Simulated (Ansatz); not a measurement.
# Ba on Cu(100): change of the work function, part 2 of 3

Wanted: Δφ(θ) for Ba/Cu(100), starting from the hollow site.

Ansatz 0.2.0; plane-wave DFT, PBE, Ansatz PAW.

So far, work function, upper face (eV): step 2 (the clean slab) 4.57.

### 3. Adsorbate added, k-mesh 4×4×1, coverage 0.111 ML

System of this step: Ba/Cu(100). The cell holds 37 atoms: 36 Cu and 1 Ba. Cell: a = 7.658 Å, b = 7.658 Å, c = 26.503 Å, α = 90.0°, β = 90.0°, γ = 90.0°. Vacuum lies along c.

The clean slab as it ended is repeated in the plane and the adsorbate is set on one face; the cell's size fixes the coverage, and the k-mesh shrinks with it to keep the sampling density about even. Adsorbate and upper layers relax, since the dipole depends on the height.

File input.yaml:

```yaml
crystal:
  lattice:
    - [7.6579664403, 0.0, 0.0]
    - [0.0, 7.6579664403, 0.0]
    - [0.0, 0.0, 26.5027977748]
  atoms:
    - { symbol: Cu, position: [0.1666666667, 0.1666666667, 0.3395867892] }
    - { symbol: Cu, position: [0.0, 0.0, 0.4076928063] }
    - { symbol: Cu, position: [0.1666666667, 0.1666666667, 0.4769809599] }
    - { symbol: Cu, position: [0.0, 0.0, 0.5440168834] }
    - { symbol: Cu, position: [0.1666666667, 0.5, 0.3395867892] }
    - { symbol: Cu, position: [0.0, 0.3333333333, 0.4076928063] }
    - { symbol: Cu, position: [0.1666666667, 0.5, 0.4769809599] }
    - { symbol: Cu, position: [0.0, 0.3333333333, 0.5440168834] }
    - { symbol: Cu, position: [0.1666666667, 0.8333333333, 0.3395867892] }
    - { symbol: Cu, position: [0.0, 0.6666666667, 0.4076928063] }
    - { symbol: Cu, position: [0.1666666667, 0.8333333333, 0.4769809599] }
    - { symbol: Cu, position: [0.0, 0.6666666667, 0.5440168834] }
    - { symbol: Cu, position: [0.5, 0.1666666667, 0.3395867892] }
    - { symbol: Cu, position: [0.3333333333, 0.0, 0.4076928063] }
    - { symbol: Cu, position: [0.5, 0.1666666667, 0.4769809599] }
    - { symbol: Cu, position: [0.3333333333, 0.0, 0.5440168834] }
    - { symbol: Cu, position: [0.5, 0.5, 0.3395867892] }
    - { symbol: Cu, position: [0.3333333333, 0.3333333333, 0.4076928063] }
    - { symbol: Cu, position: [0.5, 0.5, 0.4769809599] }
    - { symbol: Cu, position: [0.3333333333, 0.3333333333, 0.5440168834] }
    - { symbol: Cu, position: [0.5, 0.8333333333, 0.3395867892] }
    - { symbol: Cu, position: [0.3333333333, 0.6666666667, 0.4076928063] }
    - { symbol: Cu, position: [0.5, 0.8333333333, 0.4769809599] }
    - { symbol: Cu, position: [0.3333333333, 0.6666666667, 0.5440168834] }
    - { symbol: Cu, position: [0.8333333333, 0.1666666667, 0.3395867892] }
    - { symbol: Cu, position: [0.6666666667, 0.0, 0.4076928063] }
    - { symbol: Cu, position: [0.8333333333, 0.1666666667, 0.4769809599] }
    - { symbol: Cu, position: [0.6666666667, 0.0, 0.5440168834] }
    - { symbol: Cu, position: [0.8333333333, 0.5, 0.3395867892] }
    - { symbol: Cu, position: [0.6666666667, 0.3333333333, 0.4076928063] }
    - { symbol: Cu, position: [0.8333333333, 0.5, 0.4769809599] }
    - { symbol: Cu, position: [0.6666666667, 0.3333333333, 0.5440168834] }
    - { symbol: Cu, position: [0.8333333333, 0.8333333333, 0.3395867892] }
    - { symbol: Cu, position: [0.6666666667, 0.6666666667, 0.4076928063] }
    - { symbol: Cu, position: [0.8333333333, 0.8333333333, 0.4769809599] }
    - { symbol: Cu, position: [0.6666666667, 0.6666666667, 0.5440168834] }
    - { symbol: Ba, position: [0.1666666667, 0.1666666667, 0.6604132108] }
kpoints:
  mp_grid: { grid: [4, 4, 1] }
hamiltonian:
  xc: pbe
scf:
  occupations: { method: fermi_dirac, width: 0.1 }
  convergence: { dr2_threshold: 1.0e-08 }
efield:
  axis: 3
  dipole_correction: true
  ramp_position: 0.97
  ramp_width: 0.06
relax:
  f_tol: 0.02
  max_steps: 60
  constraints:
    - { sites: [0, 1, 4, 5, 8, 9, 12, 13, 16, 17, 20, 21, 24, 25, 28, 29, 32, 33] }
output:
  write_potential: true
  write_density: true
  volumetric_format: npy
```

Command:

```sh
$ ansatz run input.yaml --threads 4 --pin off --max-ram 16384MiB --backend cpu --events-out ev --progress --plain --runs-dir out
```

Numbers of over 12 decimals in the logs are rounded to 6 here.

What it wrote:

```text
[...]
Crystal: 37 atoms, lattice volume = 1554.242 Å³
Basis set: ecut = 420 eV, 30285 PW (Γ), exchange–correlation on 108×108×360 points (8 copies of the dense FFT grid, shifted against one another)
Bands: 417, of which v1, the nominal top of the filled ones, is band 347 counted from 1 (346 counted from 0)
Symmetry: 8 space group operations
[...]
k-points: 6 of 16
[...]
SCF iter   1: F=—  HF=-244445.863435 eV  |F-HF|=—  |Δ(HF+E_count)|=         —  Δρ=4.53e-3  dr2=8.57e0  ethr=1.77e-3  p=1.015 e·Å  D=1.18e-1 V/Å  ΔV_dip=-3.13 eV  dr2_dipole=5.10e0  V_vac-E_F(+/−)=1.53/4.66 eV  ⟨swp⟩=9.2  Hψ=11285  notcnv=0  defer=183
[...]
SCF iter  16: F=-244445.615506 eV  HF=-244445.615506 eV  |F-HF|=7.04e-9  |Δ(HF+E_count)|=   4.15e-8  Δρ=3.68e-7  dr2=2.89e-9  ethr=1.44e-12  p=0.782 e·Å  D=9.11e-2 V/Å  ΔV_dip=-2.41 eV  dr2_dipole=1.26e-10  V_vac-E_F(+/−)=2.11/4.52 eV  ⟨swp⟩=8.7  Hψ=17102  notcnv=0
SCF 1 converged in 16 iterations: F = -244445.615506 eV  dr2 = 2.89e-9
[...]
relax step   1: F+E_penalty+E_count = -244445.61550624 eV  Δ(F+E_penalty+E_count) = +0.000e0 eV  max|allowed force component| = 1.442e0 eV/Å  Δτ_max = 0.0000 Å  (16 SCF iters, accepted)
[...]
SCF iter  12: F=-244445.891837 eV  HF=-244445.891837 eV  |F-HF|=2.09e-8  |Δ(HF+E_count)|=   3.11e-8  Δρ=8.70e-7  dr2=8.66e-9  ethr=1.44e-12  p=0.826 e·Å  D=9.62e-2 V/Å  ΔV_dip=-2.55 eV  dr2_dipole=1.66e-10  V_vac-E_F(+/−)=1.98/4.53 eV  ⟨swp⟩=9.7  Hψ=17886  notcnv=0
SCF 2 converged in 12 iterations: F = -244445.891837 eV  dr2 = 8.66e-9
[...]
relax step   2: F+E_penalty+E_count = -244445.89183658 eV  Δ(F+E_penalty+E_count) = -2.763e-1 eV  max|allowed force component| = 1.242e0 eV/Å  Δτ_max = 0.1960 Å  (12 SCF iters, accepted)
SCF iter   1: F=—  HF=-244446.126731 eV  |F-HF|=—  |Δ(HF+E_count)|=         —  Δρ=1.65e-3  dr2=1.43e-1  ethr=1.09e-4  p=0.826 e·Å  D=9.62e-2 V/Å  ΔV_dip=-2.55 eV  dr2_dipole=2.30e-2  V_vac-E_F(+/−)=1.99/4.54 eV  ⟨swp⟩=8.7  Hψ=8983  notcnv=0  defer=149
[...]
SCF iter  12: F=-244446.111233 eV  HF=-244446.111233 eV  |F-HF|=1.48e-8  |Δ(HF+E_count)|=   5.25e-8  Δρ=5.85e-7  dr2=4.82e-9  ethr=1.44e-12  p=0.856 e·Å  D=9.97e-2 V/Å  ΔV_dip=-2.64 eV  dr2_dipole=6.93e-12  V_vac-E_F(+/−)=1.89/4.53 eV  ⟨swp⟩=9.2  Hψ=18727  notcnv=0
SCF 3 converged in 12 iterations: F = -244446.111233 eV  dr2 = 4.82e-9
relax step   3: F+E_penalty+E_count = -244446.11123341 eV  Δ(F+E_penalty+E_count) = -2.194e-1 eV  max|allowed force component| = 7.609e-1 eV/Å  Δτ_max = 0.1950 Å  (12 SCF iters, accepted)
[...]
relax step   4: F+E_penalty+E_count = -244446.19731000 eV  Δ(F+E_penalty+E_count) = -8.608e-2 eV  max|allowed force component| = 1.116e-1 eV/Å  Δτ_max = 0.1990 Å  (12 SCF iters, accepted)
[...]
relax step   5: F+E_penalty+E_count = -244446.20799898 eV  Δ(F+E_penalty+E_count) = -1.069e-2 eV  max|allowed force component| = 4.978e-2 eV/Å  Δτ_max = 0.0438 Å  (12 SCF iters, accepted)
[...]
relax step   6: F+E_penalty+E_count = -244446.21005756 eV  Δ(F+E_penalty+E_count) = -2.059e-3 eV  max|allowed force component| = 3.025e-2 eV/Å  Δτ_max = 0.0217 Å  (11 SCF iters, accepted)
SCF iter   1: F=—  HF=-244446.210400 eV  |F-HF|=—  |Δ(HF+E_count)|=         —  Δρ=3.39e-4  dr2=9.60e-4  ethr=1.46e-6  p=0.850 e·Å  D=9.90e-2 V/Å  ΔV_dip=-2.62 eV  dr2_dipole=1.82e-5  V_vac-E_F(+/−)=1.92/4.54 eV  ⟨swp⟩=3.0  Hψ=5105  notcnv=0  defer=248
[...]
SCF iter   9: F=-244446.210672 eV  HF=-244446.210672 eV  |F-HF|=2.48e-8  |Δ(HF+E_count)|=   1.93e-8  Δρ=7.60e-7  dr2=8.75e-9  ethr=1.44e-12  p=0.851 e·Å  D=9.90e-2 V/Å  ΔV_dip=-2.62 eV  dr2_dipole=1.76e-9  V_vac-E_F(+/−)=1.91/4.54 eV  ⟨swp⟩=8.2  Hψ=20151  notcnv=0
SCF 7 converged in 9 iterations: F = -244446.210672 eV  dr2 = 8.75e-9
relax step   7: F+E_penalty+E_count = -244446.21067172 eV  Δ(F+E_penalty+E_count) = -6.142e-4 eV  max|allowed force component| = 6.519e-4 eV/Å  Δτ_max = 0.0084 Å  (9 SCF iters, accepted)
NSCF: frozen V_eff on 6 k-points
[...]
SCF converged after 9 iterations
Free energy (F): -244446.210672 eV
[...]
Internal energy: -244445.742850 eV  (E = F + TS)
E sigma→0 (E₀):  -244445.976761 eV
Entropy (-TS):   -0.467822 eV (-12.644 meV/atom)
Fermi energy:    2.642929 eV
Dipole field:    D = 0.099051 V/Å  (p = 0.850779 e·Å, saw-weighted, corrected)
Work function:   Φ+ = 1.9142 eV   Φ− = 4.5393 eV
[...]
--- Forces (eV/Å), atoms counted from 1 ---
  atom   1  Cu     0.00000000     0.00000000     0.12115194
  atom   2  Cu    -0.02497491    -0.02497491    -0.09824042
  atom   3  Cu     0.00000000     0.00000000     0.00019547
  atom   4  Cu    -0.00052774    -0.00052774     0.00065195
  atom   5  Cu     0.00000000    -0.01066502     0.11576182
  atom   6  Cu    -0.02497491     0.02497491    -0.09824042
  atom   7  Cu     0.00000000    -0.00014037    -0.00048705
  atom   8  Cu    -0.00052774     0.00052774     0.00065195
  atom   9  Cu     0.00000000     0.01066502     0.11576182
  atom  10  Cu    -0.01805691     0.00000000    -0.11523114
  atom  11  Cu     0.00000000     0.00014037    -0.00048705
  atom  12  Cu    -0.00039645     0.00000000     0.00055895
  atom  13  Cu    -0.01066502     0.00000000     0.11576182
  atom  14  Cu     0.02497491    -0.02497491    -0.09824042
  atom  15  Cu    -0.00014037     0.00000000    -0.00048705
  atom  16  Cu     0.00052774    -0.00052774     0.00065195
  atom  17  Cu    -0.00450401    -0.00450401     0.11335808
  atom  18  Cu     0.02497491     0.02497491    -0.09824042
  atom  19  Cu     0.00030518     0.00030518     0.00020032
  atom  20  Cu     0.00052774     0.00052774     0.00065195
  atom  21  Cu    -0.00450401     0.00450401     0.11335808
  atom  22  Cu     0.01805691     0.00000000    -0.11523114
  atom  23  Cu     0.00030518    -0.00030518     0.00020032
  atom  24  Cu     0.00039645     0.00000000     0.00055895
  atom  25  Cu     0.01066502     0.00000000     0.11576182
  atom  26  Cu    -0.00000000    -0.01805691    -0.11523114
  atom  27  Cu     0.00014037     0.00000000    -0.00048705
  atom  28  Cu    -0.00000000    -0.00039645     0.00055895
  atom  29  Cu     0.00450401    -0.00450401     0.11335808
  atom  30  Cu    -0.00000000     0.01805691    -0.11523114
  atom  31  Cu    -0.00030518     0.00030518     0.00020032
  atom  32  Cu    -0.00000000     0.00039645     0.00055895
  atom  33  Cu     0.00450401     0.00450401     0.11335808
  atom  34  Cu    -0.00000000    -0.00000000    -0.18738649
  atom  35  Cu    -0.00030518    -0.00030518     0.00020032
  atom  36  Cu     0.00000000    -0.00000000     0.00002837
  atom  37  Ba    -0.00000000    -0.00000000    -0.00026746
  max |Σ_I F_I| component: 1.18e-5 eV/Å
--- Band table (eV; the first three rows and the last of 6) ---
  k-point 0: bands = [... 343 lower, 1.7388, 1.9852, 1.9852, 2.0625, 2.0898, 2.6975, 2.6997, 2.6997, ... 66 higher]
  k-point 1: bands = [... 343 lower, 1.9645, 2.0541, 2.2369, 2.3237, 2.4066, 2.4307, 2.6627, 3.2465, ... 66 higher]
  k-point 2: bands = [... 343 lower, 2.2629, 2.4430, 2.5913, 2.6068, 2.7254, 2.7436, 2.8470, 2.8819, ... 66 higher]
  k-point 5: bands = [... 343 lower, 2.8333, 2.8492, 2.8677, 2.8753, 2.8753, 3.1973, 3.2857, 3.3260, ... 66 higher]
--- Relaxed structure (7 steps of the walk, 7 accepted, 0 SCFs on fresh bases) ---
  F+E_penalty+E_count = -244446.21067172 eV   max|allowed force component| = 6.519e-4 eV/Å
  atoms:
    - { symbol: Cu, position: [0.166667, 0.166667, 0.339587] }
    - { symbol: Cu, position: [1.6666659794015232e-11, 1.6666659794015232e-11, 0.4076928063] }
    - { symbol: Cu, position: [0.166667, 0.166667, 0.476045] }
    - { symbol: Cu, position: [-0.00167473, -0.00167473, 0.543192] }
    - { symbol: Cu, position: [0.166667, 0.500000, 0.339587] }
    - { symbol: Cu, position: [1.6666659794015232e-11, 0.333333, 0.4076928063] }
    - { symbol: Cu, position: [0.166667, 0.501355, 0.476712] }
    - { symbol: Cu, position: [-0.00167473, 0.335008, 0.543192] }
    - { symbol: Cu, position: [0.166667, 0.833333, 0.339587] }
    - { symbol: Cu, position: [1.6666659794015232e-11, 0.666667, 0.4076928063] }
    - { symbol: Cu, position: [0.166667, 0.831978, 0.476712] }
    - { symbol: Cu, position: [0.000585129, 0.666667, 0.545652] }
    - { symbol: Cu, position: [0.500000, 0.166667, 0.339587] }
    - { symbol: Cu, position: [0.333333, 1.6666659794015232e-11, 0.4076928063] }
    - { symbol: Cu, position: [0.501355, 0.166667, 0.476712] }
    - { symbol: Cu, position: [0.335008, -0.00167473, 0.543192] }
    - { symbol: Cu, position: [0.500000, 0.500000, 0.339587] }
    - { symbol: Cu, position: [0.333333, 0.333333, 0.4076928063] }
    - { symbol: Cu, position: [0.501143, 0.501143, 0.476990] }
    - { symbol: Cu, position: [0.335008, 0.335008, 0.543192] }
    - { symbol: Cu, position: [0.500000, 0.833333, 0.339587] }
    - { symbol: Cu, position: [0.333333, 0.666667, 0.4076928063] }
    - { symbol: Cu, position: [0.501143, 0.832190, 0.476990] }
    - { symbol: Cu, position: [0.332748, 0.666667, 0.545652] }
    - { symbol: Cu, position: [0.833333, 0.166667, 0.339587] }
    - { symbol: Cu, position: [0.666667, 1.6666659794015232e-11, 0.4076928063] }
    - { symbol: Cu, position: [0.831978, 0.166667, 0.476712] }
    - { symbol: Cu, position: [0.666667, 0.000585129, 0.545652] }
    - { symbol: Cu, position: [0.833333, 0.500000, 0.339587] }
    - { symbol: Cu, position: [0.666667, 0.333333, 0.4076928063] }
    - { symbol: Cu, position: [0.832190, 0.501143, 0.476990] }
    - { symbol: Cu, position: [0.666667, 0.332748, 0.545652] }
    - { symbol: Cu, position: [0.833333, 0.833333, 0.339587] }
    - { symbol: Cu, position: [0.666667, 0.666667, 0.4076928063] }
    - { symbol: Cu, position: [0.832190, 0.832190, 0.476990] }
    - { symbol: Cu, position: [0.666667, 0.666667, 0.544909] }
    - { symbol: Ba, position: [0.166667, 0.166667, 0.635999] }
```

The job ended after 30 min (4 threads of Arm Neoverse V1, shared host; peak memory 11 GiB).

Relaxation path:

```csv
step,energy less that of the first step (eV),largest force component (eV/Å)
1,0.0000,1.4422
2,-0.2763,1.2423
3,-0.4957,0.7609
4,-0.5818,0.1116
5,-0.5925,0.0498
6,-0.5946,0.0303
7,-0.5952,0.0007
```

The run keeps the 8 symmetry operations that it works with, so distortions that break them were not tested.

The atoms that moved most (Å):

```csv
atom,dx,dy,dz,length
Ba37,0.000,0.000,-0.647,0.647
Cu32,0.000,-0.004,0.043,0.044
Cu24,-0.004,0.000,0.043,0.044
Cu12,0.004,0.000,0.043,0.044
Cu28,0.000,0.004,0.043,0.044
Cu4,-0.013,-0.013,-0.022,0.028
Cu16,0.013,-0.013,-0.022,0.028
Cu8,-0.013,0.013,-0.022,0.028
```

Final coordinates:

```
Cu Ba
1.0
     7.65797    0.00000    0.00000
     0.00000    7.65797    0.00000
     0.00000    0.00000   26.50280
Cu Ba
36 1
Direct
  0.16667 0.16667 0.33959
  0.00000 0.00000 0.40769
  0.16667 0.16667 0.47605
  0.99833 0.99833 0.54319
  0.16667 0.50000 0.33959
  0.00000 0.33333 0.40769
  0.16667 0.50136 0.47671
  0.99833 0.33501 0.54319
  0.16667 0.83333 0.33959
  0.00000 0.66667 0.40769
  0.16667 0.83198 0.47671
  0.00059 0.66667 0.54565
  0.50000 0.16667 0.33959
  0.33333 0.00000 0.40769
  0.50136 0.16667 0.47671
  0.33501 0.99833 0.54319
  0.50000 0.50000 0.33959
  0.33333 0.33333 0.40769
  0.50114 0.50114 0.47699
  0.33501 0.33501 0.54319
  0.50000 0.83333 0.33959
  0.33333 0.66667 0.40769
  0.50114 0.83219 0.47699
  0.33275 0.66667 0.54565
  0.83333 0.16667 0.33959
  0.66667 0.00000 0.40769
  0.83198 0.16667 0.47671
  0.66667 0.00059 0.54565
  0.83333 0.50000 0.33959
  0.66667 0.33333 0.40769
  0.83219 0.50114 0.47699
  0.66667 0.33275 0.54565
  0.83333 0.83333 0.33959
  0.66667 0.66667 0.40769
  0.83219 0.83219 0.47699
  0.66667 0.66667 0.54491
  0.16667 0.16667 0.63600
```

Numbers from this step:

```
energy at zero smearing        : -244445.9768 eV
work function, upper face      : 1.914 eV
work function, lower face      : 4.539 eV
dipole along the normal        : 0.8508 e·Å
step between the vacuum levels : -2.625 eV
```

Running mean over 1.805 Å of the planar mean; the ramp of the sawtooth is left out. Electron's electrostatic potential energy less the Fermi level against z:

```csv
z (Å),electron's electrostatic potential energy less the Fermi level (eV)
3.5,4.54
4.0,4.54
4.5,4.54
5.0,4.54
5.5,4.53
6.0,4.50
6.5,4.41
7.0,4.06
7.5,2.68
8.0,-1.46
8.5,-6.20
9.0,-8.32
9.5,-8.65
10.0,-8.74
10.5,-8.80
11.0,-8.76
11.5,-8.60
12.0,-8.62
12.5,-8.78
13.0,-8.87
13.5,-8.86
14.0,-8.73
14.5,-8.26
15.0,-5.95
15.5,-1.81
16.0,0.740
16.5,0.636
17.0,0.228
17.5,0.400
18.0,0.948
18.5,1.48
19.0,1.74
19.5,1.83
20.0,1.88
20.5,1.90
21.0,1.91
21.5,1.91
22.0,1.91
22.5,1.91
23.0,1.91
```

The relaxation took 7 steps and lowered the energy by 0.60 eV; the largest force on the free atoms ends at 6.5e-4 eV/Å.

The covered face has 1.91 eV, -2.66 eV against the clean one; the bare back face has moved by -0.04 eV, a measure of how thin the slab is.

(Continued in part 3 of 3.)

[Logs are printed without paths, hosts, clocks, repeated set-up lines and the standing remarks that a program may print on its own settings, such as how far it seeks lower states.]

[Hosts, paths, dates, database ids (printed as entryN), source tags and the programs' standing remarks are cut or masked in the printed files.]

[Maps of the electrostatic potential energy from Ansatz leave out the sawtooth potential of an applied field or a dipole correction, so their vacuum need not be flat; planar profiles and work functions include it.]
